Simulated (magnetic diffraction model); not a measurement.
## CoH4S2Cl2: what an assumed order does to the neutron pattern

Space group C2/m (no. 12), a = 8.0500 Å, b = 9.2660 Å, c = 3.8400 Å, β = 96.95°.

```
site  atom       x       y       z
  2a    Co       0       0       0
  4i    Cl  0.7617       0  0.4476
  4g     S     1/2  0.2619       0
  8j     H  0.5638  0.1921  0.1697
```

This is a made-up structure (elements placed in a structure type, unrelaxed), so the numbers test the method and describe no known phase.

Only Co is taken to order (form factors of Co2+); orders and moment sizes are assumed, and not adapted to the symmetry. Radiation: neutrons of λ = 2.36 Å, 3° to 55°; isotropic B of 0.47 Å² (Co), 0.5 Å² (Cl), 0.68 Å² (S) and 0.95 Å² (H). Simulated constant-wavelength pattern: nuclear and magnetic terms add, the magnetic one as |2.695 fm × Σ f S⊥ exp(2πi Q·r) exp(−B s²)|², summed over all Q at one angle with the factor 1/(sin²θ cos θ). For collinear order S is the moment m, which repeats by lattice and centring translations R with the sign exp(−2πi k·R). Free-ion form factors, Sears's scattering lengths of 1992, no absorption; a label names one of the reflections at its angle. The strongest nuclear line in the range is 100, and lines under 0.2 are left out.

Assume the order k = (0 0 0), collinear moments along [010], 1.27 μB on Co.

Q: Where does magnetic intensity appear, and how strong is it?

| 2θ (°) | index | nuclear | magnetic |
| --- | --- | --- | --- |
| 22.49 | (1 1 0) | 38.9 | 2.7 |
| 29.51 | (0 2 0) | 100.0 | 0.0 |
| 34.36 | (2 0 0) | 45.4 | 0.9 |
| 36.07 | (0 0 1) | 27.3 | 0.8 |
| 41.03 | (1 1 -1) | 0.0 | 1.0 |
| 44.75 | (1 1 1) | 8.6 | 0.8 |
| 45.91 | (2 2 0) | 24.8 | 0.5 |
| 47.27 | (0 2 1) | 28.8 | 0.5 |
| 47.30 | (2 0 -1) | 6.8 | 0.4 |
| 48.36 | (1 3 0) | 9.7 | 0.1 |
| 53.87 | (2 0 1) | 44.5 | 0.3 |
| 54.90 | (3 1 0) | 0.0 | 0.5 |

The strongest magnetic line in the range is (1 1 0) at 22.49° (2.7). On top of the Lorentz factor, which all lines share, magnetic lines fade with angle because f falls: for Co2+ it is 0.91, 0.71, 0.49 and 0.18 at sin θ/λ = 0.1, 0.2, 0.3 and 0.5 Å⁻¹, while nuclear lengths stay constant. The net moment is 1.27 μB a primitive cell.

[Logs are printed without paths, hosts, clocks, repeated set-up lines and the standing remarks that a program may print on its own settings, such as how far it seeks lower states.]
